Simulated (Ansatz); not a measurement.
**PtC (model cell, started as wurtzite): from the cell to its phonons**

How does PtC (model cell, started as wurtzite) vibrate, and is this structure a minimum?

Main program and level: Ansatz 0.2.0; DFT LDA, scalar-relativistic, plane waves, PAW.

The structure was built from a prototype and need not be the compound's stable phase.

**1. The structure**

The structure is hexagonal, space group P6_3mc (No. 186). The conventional cell has a = 3.262 Å, b = 3.262 Å, c = 5.327 Å, α = 90.00°, β = 90.00°, γ = 120.00°. Pt has 4 C at 2.00 Å nearest. Nearest to C lie 4 Pt at 2.00 Å. Farther neighbours are not listed.

**2. Relaxation**

Harmonic phonons are second derivatives at a point where the forces vanish, and they are wanted at zero stress, so atoms and cell are relaxed first.

Input file input.yaml:

```yaml
crystal:
  lattice:
    - [3.2619, 0.0, 0.0]
    - [-1.63095, 2.82489, 0.0]
    - [0.0, 0.0, 5.32669]
  atoms:
    - { symbol: Pt, position: [0.333333, 0.666667, 0.0] }
    - { symbol: Pt, position: [0.666667, 0.333333, 0.5] }
    - { symbol: C, position: [0.333333, 0.666667, 0.375] }
    - { symbol: C, position: [0.666667, 0.333333, 0.875] }
kpoints:
  mp_grid: { grid: [15, 15, 8] }
hamiltonian:
  xc: lda
scf:
  occupations: { method: gaussian, width: 0.1 }
output:
  forces: true
  stress: true
  eigenvalues: true
  write_density: true
  write_potential: true
  elf: true
  volumetric_format: npy
relax:
  adjacent_minimum: "off"
  f_tol: 0.005
  max_steps: 80
  cell: { stress_tol: 0.05 }
```

Started as:

```
> ansatz run input.yaml --threads 4 --pin off --max-ram 7168MiB --backend cpu --events-out ev --progress --plain --runs-dir out
```

Numbers of over 12 decimals in the logs are rounded to 6 here.

The log of the run:

```text
Warning: the atoms were moved onto the symmetric positions of the space group found under crystal.symmetry.tolerance 1.0e-5 (fractional; no operation is sought that the atoms, as they stand in a round, miss by more than twice it, and no atom is moved by as much as it), and the run uses the moved positions. Before a round's move an operation carried an atom to 3.26e-6 Å from where it should land, the largest such dist [...]
Engine: ansatz 0.2.0, aarch64-unknown-linux-gnu
Pseudopotentials: kind: paw
Pseudopotential: Pt, paw, valence charge 18, recommended cutoff 420 eV (normal), Pt.paw.azcp
Pseudopotential: C, paw, valence charge 4, recommended cutoff 420 eV (normal), C.paw.azcp
Functional definition: SPW92
  exchange = slater_x
  correlation = pw_c
Crystal: 4 atoms, lattice volume = 49.083 Å³
Basis set: ecut = 420 eV, 989 PW (Γ)
Bands: 27, of which v1, the nominal top of the filled ones, is band 22 counted from 1 (21 counted from 0)
Symmetry: 12 space group operations
Space group: P63mc (ITA 186), of the structure as read, at distance tolerance 3.7e-5 Å
k-points: 135 of 1800 (time reversal used)
Non-local potential: Pt, projectors of the file, l = 0: 3, l = 1: 2, l = 2: 2, l = 3: 1
Non-local potential: C, projectors of the file, l = 0: 2, l = 1: 2, l = 2: 1
PAW form: soft (Blöchl's): semilocal exchange-correlation on the pseudo side does not see the compensation charge
PAW frozen core: Pt, regenerated for the run's functional, and the local potential with it (the file was generated under x = pbe(κ = 0.804, μ = 0.219515), c = pbe(β = 0.066725))
PAW frozen core: C, regenerated for the run's functional, and the local potential with it (the file was generated under x = pbe(κ = 0.804, μ = 0.219515), c = pbe(β = 0.066725))
PAW one-centre angular grid: Pt, 590 points (default); XC on 64 Gauss nodes
PAW one-centre angular grid: C, 110 points (default); XC on 64 Gauss nodes
Initial density: superposition of atomic densities (neutral atoms: chi_scale 0, normalization atom), corrected by the library's trained network
Initial wavefunctions: pseudopotential atomic-orbital guess
Functional: x = slater, c = lda
SCF iter   1: F=—  HF=-24972.000768 eV  |F-HF|=—  |Δ(HF+E_count)|=         —  Δρ=1.07e-2  dr2=3.58e-2  ethr=1.77e-3  ⟨swp⟩=5.4  Hψ=14267  notcnv=0
preconditioner: auto → Kerker (q_TF=auto, 2.679 Å⁻¹)  [metal: Δε(μ)=0.013 eV  Ē_g=9.150 eV  σ=0.100 eV  W_gap=0.07  n_scr=22 (ndim 8)  ℏωp=28.0 eV  f_vac=0.001  D(μ)=2.09/eV (n_scr^D=22)]
SCF iter   2: F=—  HF=-24971.992538 eV  |F-HF|=—  |Δ(HF+E_count)|=   8.23e-3  Δρ=5.34e-3  dr2=8.78e-3  ethr=8.15e-5  ⟨swp⟩=1.8  Hψ=5891  notcnv=0
SCF iter   3: F=—  HF=-24971.989722 eV  |F-HF|=—  |Δ(HF+E_count)|=   2.82e-3  Δρ=8.36e-4  dr2=3.61e-4  ethr=1.99e-5  ⟨swp⟩=2.0  Hψ=5171  notcnv=0
SCF iter   4: F=—  HF=-24971.989645 eV  |F-HF|=—  |Δ(HF+E_count)|=   7.66e-5  Δρ=2.12e-4  dr2=2.63e-5  ethr=8.21e-7  ⟨swp⟩=2.1  Hψ=5061  notcnv=0
SCF iter   5: F=—  HF=-24971.989643 eV  |F-HF|=—  |Δ(HF+E_count)|=   2.84e-6  Δρ=5.34e-5  dr2=1.49e-6  ethr=5.97e-8  ⟨swp⟩=2.1  Hψ=5353  notcnv=0
SCF iter   6: F=-24971.989643 eV  HF=-24971.989643 eV  |F-HF|=1.47e-8  |Δ(HF+E_count)|=   2.93e-8  Δρ=1.25e-5  dr2=6.75e-8  ethr=2.27e-10  ⟨swp⟩=8.5  Hψ=24520  notcnv=0
the search or the solves at the SCF's close seem to have found levels that the self-consistency loop had missed (the run counts 1). By its estimate they hold under 1e-12 electrons; where the run keeps them, the occupations were computed again with them
SCF 1 converged in 6 iterations: F = -24971.989643 eV  dr2 = 6.75e-8
  greatest PAW one-centre occupation: 1.000 electrons in one spin orbital (limit 2), on the Pt atom at site 1 (counted from 0), in its partial waves of l = 0
relax step   1: F+E_penalty+E_count = -24971.98964263 eV  Δ(F+E_penalty+E_count) = +0.000e0 eV  max|allowed force component| = 7.916e-3 eV/Å  Δτ_max = 0.0000 Å  P = +6.663 GPa  Ω = 49.083 Å³  (6 SCF iters, dr2 threshold 1.00e-7 eV, accepted)
Crystal: 4 atoms, lattice volume = 50.337 Å³
Basis set: ecut = 420 eV, 991 PW (Γ)
Initial density: handed on by an earlier stage of this run
Initial wavefunctions: those handed on with the density
iter 1 solved again at ethr=1.08e-4 eV; its pass at ethr=3.10e-3 eV (dr2=4.77e-2 eV) is discarded
SCF iter   1: F=—  HF=-24972.105966 eV  |F-HF|=—  |Δ(HF+E_count)|=         —  Δρ=1.15e-2  dr2=4.83e-2  ethr=1.08e-4  ⟨swp⟩=1.0  Hψ=17322  notcnv=0
preconditioner: auto → Kerker (q_TF=auto, 2.668 Å⁻¹)  [metal: Δε(μ)=0.011 eV  Ē_g=8.968 eV  σ=0.100 eV  W_gap=0.06  n_scr=22 (ndim 8)  ℏωp=27.7 eV  f_vac=0.000  D(μ)=1.98/eV (n_scr^D=22)]
SCF iter   2: F=—  HF=-24972.097370 eV  |F-HF|=—  |Δ(HF+E_count)|=   8.60e-3  Δρ=6.07e-3  dr2=1.38e-2  ethr=1.08e-4  ⟨swp⟩=1.0  Hψ=3645  notcnv=0
SCF iter   3: F=—  HF=-24972.093503 eV  |F-HF|=—  |Δ(HF+E_count)|=   3.87e-3  Δρ=5.55e-4  dr2=1.20e-4  ethr=3.15e-5  ⟨swp⟩=2.0  Hψ=5218  notcnv=0
SCF iter   4: F=—  HF=-24972.093482 eV  |F-HF|=—  |Δ(HF+E_count)|=   2.03e-5  Δρ=1.20e-4  dr2=4.23e-6  ethr=2.72e-7  ⟨swp⟩=2.1  Hψ=5577  notcnv=0
iter 5 did not close the SCF: its close was put off for the readings that it lacked (scf_convergence_deferred on its scf_iter line)
SCF iter   5: F=-24972.093482 eV  HF=-24972.093483 eV  |F-HF|=1.14e-7  |Δ(HF+E_count)|=   1.17e-7  Δρ=2.63e-5  dr2=3.61e-7  ethr=9.61e-9  ⟨swp⟩=2.1  Hψ=6367  notcnv=0
SCF iter   6: F=-24972.093483 eV  HF=-24972.093483 eV  |F-HF|=7.49e-9  |Δ(HF+E_count)|=   3.14e-8  Δρ=7.62e-6  dr2=2.85e-8  ethr=8.20e-10  ⟨swp⟩=6.0  Hψ=23507  notcnv=0
SCF 2 converged in 6 iterations: F = -24972.093483 eV  dr2 = 2.85e-8
relax step   2: F+E_penalty+E_count = -24972.09348257 eV  Δ(F+E_penalty+E_count) = -1.038e-1 eV  max|allowed force component| = 1.145e-1 eV/Å  Δτ_max = 0.0232 Å  P = -0.982 GPa  Ω = 50.337 Å³  energy of the carried Pulay correction = -2.305e-3 eV  (6 SCF iters, dr2 threshold 4.00e-7 eV, accepted)
Crystal: 4 atoms, lattice volume = 49.993 Å³
Basis set: ecut = 420 eV, 931 PW (Γ)
iter 1 solved again at ethr=4.92e-5 eV; its pass at ethr=3.10e-3 eV (dr2=2.17e-2 eV) is discarded
SCF iter   1: F=—  HF=-24972.136615 eV  |F-HF|=—  |Δ(HF+E_count)|=         —  Δρ=1.23e-2  dr2=2.17e-2  ethr=4.92e-5  ⟨swp⟩=1.1  Hψ=19657  notcnv=0
preconditioner: auto → Kerker (q_TF=auto, 2.671 Å⁻¹)  [metal: Δε(μ)=0.003 eV  Ē_g=8.954 eV  σ=0.100 eV  W_gap=0.02  n_scr=22 (ndim 8)  ℏωp=27.8 eV  f_vac=0.000  D(μ)=2.00/eV (n_scr^D=22)]
SCF iter   2: F=—  HF=-24972.132055 eV  |F-HF|=—  |Δ(HF+E_count)|=   4.56e-3  Δρ=6.59e-3  dr2=7.22e-3  ethr=4.92e-5  ⟨swp⟩=1.0  Hψ=3645  notcnv=0
[...]
[... from here on, the SCF cycles and remarks between the steps are left out ...]
relax step   4: F+E_penalty+E_count = -24972.14753448 eV  Δ(F+E_penalty+E_count) = -1.780e-2 eV  max|allowed force component| = 2.023e-1 eV/Å  Δτ_max = 0.0151 Å  P = -0.053 GPa  Ω = 49.875 Å³  energy of the carried Pulay correction = -1.463e-3 eV  (6 SCF iters, dr2 threshold 4.00e-7 eV, accepted)
relax step   5: F+E_penalty+E_count = -24972.15195140 eV  Δ(F+E_penalty+E_count) = -4.417e-3 eV  max|allowed force component| = 2.354e-2 eV/Å  Δτ_max = 0.0044 Å  P = +0.196 GPa  Ω = 49.859 Å³  energy of the carried Pulay correction = -1.433e-3 eV  (6 SCF iters, dr2 threshold 4.00e-7 eV, accepted)
relax step   6: F+E_penalty+E_count = -24972.15212216 eV  Δ(F+E_penalty+E_count) = -1.708e-4 eV  max|allowed force component| = 1.226e-3 eV/Å  Δτ_max = 0.0006 Å  P = -0.024 GPa  Ω = 49.912 Å³  energy of the carried Pulay correction = -1.530e-3 eV  (6 SCF iters, dr2 threshold 4.00e-7 eV, accepted)
relax step   7: F+E_penalty+E_count = -24972.15218086 eV  Δ(F+E_penalty+E_count) = -5.870e-5 eV  max|allowed force component| = 7.191e-4 eV/Å  Δτ_max = 0.0004 Å  P = -0.002 GPa  Ω = 49.901 Å³  energy of the carried Pulay correction = -1.510e-3 eV  (6 SCF iters, accepted)
relax step   8: F+E_penalty+E_count = -24972.15954885 eV  Δ(F+E_penalty+E_count) = -7.368e-3 eV  max|allowed force component| = 2.173e-3 eV/Å  Δτ_max = 0.0000 Å  P = +0.169 GPa  Ω = 49.901 Å³  stress off target by 5.64e-1 GPa  SCF on the basis re-selected at this cell (its energy is not comparable with the rows above)  (6 SCF iters)
relax step   9: F+E_penalty+E_count = -24972.15960562 eV  Δ(F+E_penalty+E_count) = -5.677e-5 eV  max|allowed force component| = 5.215e-3 eV/Å  Δτ_max = 0.0005 Å  P = -0.224 GPa  Ω = 49.972 Å³  energy of the carried Pulay correction = -1.375e-4 eV  (6 SCF iters, dr2 threshold 4.00e-7 eV, accepted)
relax step  10: F+E_penalty+E_count = -24972.15973392 eV  Δ(F+E_penalty+E_count) = -1.283e-4 eV  max|allowed force component| = 1.080e-3 eV/Å  Δτ_max = 0.0003 Å  P = +0.004 GPa  Ω = 49.922 Å³  energy of the carried Pulay correction = -4.695e-5 eV  (6 SCF iters, dr2 threshold 1.79e-7 eV, accepted)
iter 1 solved again at ethr=9.51e-8 eV; its pass at ethr=3.10e-3 eV (dr2=4.18e-5 eV) is discarded
SCF iter   1: F=—  HF=-24972.159793 eV  |F-HF|=—  |Δ(HF+E_count)|=         —  Δρ=1.01e-5  dr2=5.30e-9  ethr=9.51e-8  ⟨swp⟩=3.0  Hψ=23012  notcnv=0
eigensolver tolerance schedule: the retry pair's looser diagonalisation over-reported the residual by 7899.71 of it (diagonalisation noise at 0.32 of the residual, at the tolerance the schedule requests for it); recorded, not acted on — ethr = c·dr2/N_el stays at c = 1.0e-1
preconditioner: auto → Kerker (q_TF=auto, 2.671 Å⁻¹)  [metal: Δε(μ)=0.011 eV  Ē_g=9.004 eV  σ=0.100 eV  W_gap=0.06  n_scr=22 (ndim 8)  ℏωp=27.8 eV  f_vac=0.000  D(μ)=1.75/eV (n_scr^D=10)]
SCF iter   2: F=—  HF=-24972.159792 eV  |F-HF|=—  |Δ(HF+E_count)|=   1.18e-6  Δρ=5.33e-6  dr2=1.46e-9  ethr=1.20e-11  ⟨swp⟩=3.0  Hψ=8338  notcnv=0
iter 3 did not close the SCF: its close was put off for the readings that it lacked (scf_convergence_deferred on its scf_iter line)
SCF iter   3: F=-24972.159792 eV  HF=-24972.159792 eV  |F-HF|=7.28e-12  |Δ(HF+E_count)|=   2.66e-9  Δρ=3.33e-7  dr2=1.39e-11  ethr=3.31e-12  ⟨swp⟩=2.1  Hψ=5320  notcnv=0
iter 4 did not close the SCF: its close was put off for the readings that it lacked (scf_convergence_deferred on its scf_iter line)
SCF iter   4: F=-24972.159792 eV  HF=-24972.159792 eV  |F-HF|=3.64e-12  |Δ(HF+E_count)|=  3.64e-12  Δρ=9.66e-8  dr2=2.15e-12  ethr=1.00e-12  ⟨swp⟩=1.0  Hψ=3645  notcnv=0
iter 5 did not close the SCF: its close was put off for the readings that it lacked (scf_convergence_deferred on its scf_iter line)
SCF iter   5: F=-24972.159792 eV  HF=-24972.159792 eV  |F-HF|=1.09e-11  |Δ(HF+E_count)|=  3.64e-12  Δρ=1.27e-8  dr2=7.49e-14  ethr=1.00e-12  ⟨swp⟩=1.0  Hψ=3645  notcnv=0
iter 6 did not close the SCF: its close was put off for the readings that it lacked (scf_convergence_deferred on its scf_iter line)
SCF iter   6: F=-24972.159792 eV  HF=-24972.159792 eV  |F-HF|=3.64e-12  |Δ(HF+E_count)|=  7.28e-12  Δρ=3.64e-9  dr2=7.10e-15  ethr=1.00e-12  ⟨swp⟩=1.0  Hψ=3645  notcnv=0
SCF iter   7: F=-24972.159792 eV  HF=-24972.159792 eV  |F-HF|=7.28e-12  |Δ(HF+E_count)|=  7.28e-12  Δρ=1.04e-9  dr2=4.52e-16  ethr=1.00e-12  ⟨swp⟩=2.0  Hψ=10381  notcnv=0
SCF 11 converged in 7 iterations: F = -24972.159792 eV  dr2 = 4.52e-16
relax step  11: F+E_penalty+E_count = -24972.15979168 eV  Δ(F+E_penalty+E_count) = -5.776e-5 eV  max|allowed force component| = 1.038e-3 eV/Å  Δτ_max = 0.0000 Å  P = +0.003 GPa  Ω = 49.922 Å³  stress off target by 1.40e-2 GPa  SCF on the basis re-selected at this cell (its energy is not comparable with the rows above)  (7 SCF iters)
basis re-selected at this cell: Δ(F+E_penalty+E_count) = -5.776e-5 eV, ΔP = -0.001 GPa vs the last step (what re-selecting the basis moved, of the pressure what is left beyond the Pulay correction that the steps carried, after the strain that the cell walked since its last selection, with what the two solves' SCF thresholds leave and, on support functions, any second-order correction that the steps lacked; it is no m [...]
SCF converged after 7 iterations
Free energy (F): -24972.159792 eV
Harris-Foulkes:  -24972.159792 eV  (|F-HF|=7.28e-12)
Internal energy: -24972.151023 eV  (E = F + TS)
E sigma→0 (E₀):  -24972.155408 eV
Entropy (-TS):   -0.008768 eV (-2.192 meV/atom)
Fermi energy:    17.024636 eV
--- Per-component energies (eV) ---
  E_band       = -471.343863
  E_kinetic    = 1448.603854
  E_local      = -4029.021796  (includes V_loc(G=0)·N_el)
  E_nonlocal   = 467.355853
  E_hartree    = 1484.376396
  E_xc         = -615.279019
  E_vxc        = -722.860841  (∫ρ·V_xc dr)
  E_paw        = -18537.297827  (= ΣΔE_a)
  E_vpaw       = -604.174133  (= ΣTr[D̂ρ^β])
  E_aug_tail   = 0.000408  (compensation charges beyond the density's cutoff)
  E_ewald      = -5191.942297
  E_core_change = 1.053404  (= ΣΔE_core)
  E_smearing   = -0.008768  (= −TS)
  E_closure    = -0.000000  (closes the sum)
  Σ components = -24972.159792   (vs F -24972.159792, Δ=0.00e0)
--- Forces (eV/Å), atoms counted from 1 ---
  atom   1  Pt     0.00000000    -0.00000000    -0.00103811
  atom   2  Pt    -0.00000000    -0.00000000    -0.00103811
  atom   3  C     -0.00000000     0.00000000     0.00103796
  atom   4  C     -0.00000000    -0.00000000     0.00103796
  max |Σ_I F_I| component: 2.90e-7 eV/Å
--- Stress (GPa, compression-positive) ---
       -0.002253      -0.000000      -0.000000
       -0.000000      -0.002253      -0.000000
       -0.000000      -0.000000       0.013997
  P = ⅓ Tr σ = 0.0032 GPa (0.032 kbar)
--- Band table (eV; the first three rows and the last of 135) ---
  k-point 0: bands = [... 18 lower, 13.5799, 13.5799, 14.2353, 19.7274, 19.7546, 19.7546, 21.6550, 22.0077, ... 1 higher]
  k-point 1: bands = [... 18 lower, 13.5551, 13.5551, 14.5538, 19.6616, 19.8197, 19.8197, 21.6566, 21.8970, ... 1 higher]
  k-point 2: bands = [... 18 lower, 13.4803, 13.4803, 15.3796, 19.3636, 20.0141, 20.0141, 21.5975, 21.5975, ... 1 higher]
  k-point 134: bands = [... 18 lower, 13.9776, 13.9776, 15.5936, 15.5936, 16.6762, 16.6762, 18.6084, 18.6084, ... 1 higher]
--- Relaxed structure (9 steps of the walk, 9 accepted, 2 SCFs on fresh bases) ---
  F+E_penalty+E_count = -24972.15979168 eV   max|allowed force component| = 1.038e-3 eV/Å   (the final SCF, on the basis selected at the relaxed cell)
  cell:  # Å, volume = 49.9223 Å³
    - [3.159242, 0, 9.561866979800267e-18]
    - [-1.579621, 2.735984, -4.780933489900127e-18]
    - [1.5614545380891995e-17, 0, 5.775619]
  atoms:
    - { symbol: Pt, position: [0.333333, 0.666667, 0.00737336] }
    - { symbol: Pt, position: [0.666667, 0.333333, 0.507373] }
    - { symbol: C, position: [0.333333, 0.666667, 0.367627] }
    - { symbol: C, position: [0.666667, 0.333333, 0.867627] }
```

Wall time 2.3 min (4 threads of Arm Neoverse N1, shared host); peak memory 0.5 GiB.

Step by step:

```tsv
step	energy less that of the first step (eV)	largest force component (eV/Å)	pressure (GPa)	volume (Å³)
1	0.0000	0.0079	6.66	49.08
2	-0.1038	0.1145	-0.98	50.34
3	-0.1401	0.5273	-1.65	49.99
4	-0.1579	0.2023	-0.05	49.87
5	-0.1623	0.0235	0.20	49.86
6	-0.1625	0.0012	-0.02	49.91
7	-0.1625	0.0007	0.00	49.90
8*	-0.1699	0.0022	0.17	49.90
9	-0.1700	0.0052	-0.22	49.97
10	-0.1701	0.0011	0.00	49.92
11*	-0.1701	0.0010	0.00	49.92
```

Relaxation steps marked * repeat the geometry before them on a plane-wave basis chosen anew for their cell, so energy and pressure can jump there.

The run keeps the 12 symmetry operations that it works with, so distortions that break them were not tested.

```tsv
conventional cell, symmetrised	before	after	change
a (Å)	3.262	3.159	-3.1 %
b (Å)	3.262	3.159	-3.1 %
c (Å)	5.327	5.776	+8.4 %
volume (Å³/atom)	12.27	12.48	+1.7 %
```

The atoms that moved most (Å, as changes of fractional coordinates times the final cell):

```tsv
atom	dx	dy	dz	length
C4	0.000	0.000	-0.043	0.043
Pt1	0.000	0.000	0.043	0.043
Pt2	0.000	0.000	0.043	0.043
C3	0.000	0.000	-0.043	0.043
```

Final coordinates:

```cif
data_structure
_symmetry_space_group_name_H-M 'P 1'
_symmetry_Int_Tables_number 1
_cell_length_a 3.1592
_cell_length_b 3.1592
_cell_length_c 5.7756
_cell_angle_alpha 90.000
_cell_angle_beta 90.000
_cell_angle_gamma 120.000
_cell_volume 49.92
loop_
_atom_site_label
_atom_site_type_symbol
_atom_site_fract_x
_atom_site_fract_y
_atom_site_fract_z
_atom_site_occupancy
Pt1 Pt 0.33333 0.66667 0.00737 1
Pt2 Pt 0.66667 0.33333 0.50737 1
C3 C 0.33333 0.66667 0.36763 1
C4 C 0.66667 0.33333 0.86763 1
```

Numbers from this step:

| Quantity | Value |
| --- | --- |
| pressure | 0.003164 GPa |
| volume per atom | 12.48 Å³ |
| gap on the k-mesh | 0 eV |

ELF in the ac plane at fractional y = 0.333, with atoms of Pt and C within 0.2 Å of it. It is the smooth field of the valence electrons, not physical close to the nuclei.

Values, 24 rows by 16 columns, each cell a mean:
```
0.31 0.32 0.37 0.38 0.35 0.32 0.38 0.55 0.68 0.68 0.61 0.59 0.66 0.70 0.61 0.42
0.36 0.31 0.34 0.35 0.32 0.34 0.47 0.67 0.74 0.59 0.36 0.31 0.51 0.72 0.73 0.55
0.40 0.30 0.29 0.29 0.30 0.36 0.54 0.71 0.70 0.43 0.12 0.07 0.31 0.65 0.74 0.62
0.41 0.28 0.24 0.24 0.26 0.36 0.55 0.69 0.69 0.48 0.23 0.18 0.38 0.65 0.72 0.61
0.35 0.22 0.17 0.17 0.20 0.30 0.48 0.65 0.72 0.70 0.63 0.62 0.68 0.72 0.68 0.54
0.25 0.14 0.10 0.10 0.13 0.21 0.35 0.52 0.65 0.74 0.78 0.79 0.76 0.69 0.57 0.40
0.19 0.12 0.08 0.08 0.10 0.17 0.25 0.35 0.44 0.50 0.55 0.55 0.52 0.46 0.38 0.29
0.20 0.14 0.10 0.09 0.13 0.18 0.23 0.27 0.31 0.35 0.38 0.38 0.36 0.33 0.29 0.25
0.24 0.19 0.14 0.14 0.17 0.22 0.26 0.32 0.40 0.47 0.50 0.50 0.48 0.42 0.35 0.28
0.26 0.22 0.19 0.18 0.21 0.24 0.31 0.43 0.56 0.62 0.64 0.64 0.63 0.58 0.47 0.34
0.27 0.24 0.23 0.23 0.24 0.26 0.34 0.50 0.63 0.68 0.68 0.68 0.68 0.65 0.55 0.39
0.28 0.28 0.30 0.30 0.29 0.28 0.35 0.51 0.63 0.68 0.68 0.68 0.69 0.66 0.55 0.39
0.31 0.35 0.40 0.40 0.38 0.33 0.35 0.47 0.60 0.67 0.69 0.69 0.68 0.63 0.52 0.37
0.35 0.44 0.49 0.49 0.46 0.39 0.35 0.41 0.52 0.60 0.64 0.65 0.63 0.55 0.43 0.34
0.41 0.50 0.53 0.53 0.51 0.45 0.37 0.33 0.37 0.44 0.48 0.49 0.46 0.40 0.33 0.33
0.41 0.48 0.51 0.51 0.49 0.44 0.37 0.30 0.28 0.29 0.30 0.31 0.30 0.28 0.28 0.33
0.35 0.41 0.45 0.45 0.43 0.38 0.31 0.26 0.23 0.23 0.23 0.23 0.23 0.23 0.24 0.28
0.25 0.31 0.35 0.35 0.33 0.28 0.22 0.18 0.16 0.16 0.16 0.16 0.16 0.16 0.17 0.20
0.19 0.23 0.26 0.26 0.24 0.21 0.17 0.13 0.10 0.09 0.08 0.08 0.08 0.09 0.11 0.15
0.20 0.22 0.22 0.22 0.22 0.21 0.18 0.14 0.10 0.07 0.06 0.06 0.07 0.09 0.12 0.17
0.24 0.24 0.23 0.22 0.23 0.24 0.23 0.19 0.15 0.11 0.09 0.09 0.10 0.13 0.17 0.22
0.26 0.26 0.26 0.26 0.26 0.27 0.26 0.24 0.21 0.19 0.18 0.18 0.19 0.20 0.23 0.25
0.27 0.29 0.31 0.31 0.30 0.29 0.28 0.29 0.32 0.35 0.37 0.37 0.35 0.33 0.29 0.27
0.28 0.32 0.36 0.37 0.34 0.30 0.30 0.38 0.49 0.56 0.57 0.57 0.56 0.52 0.41 0.31
```
Columns run along a (3.2 Å), rows up along c (5.8 Å). Atoms in or near the plane, at fractional coordinates: Pt at (0.67, 0.51), C at (0.67, 0.87).

(Part 1 of 3 ends here.)

[Logs are printed without paths, hosts, clocks, repeated set-up lines and the standing remarks that a program may print on its own settings, such as how far it seeks lower states.]

[Hosts, paths, dates, database ids (printed as entryN), source tags and the programs' standing remarks are cut or masked in the printed files.]
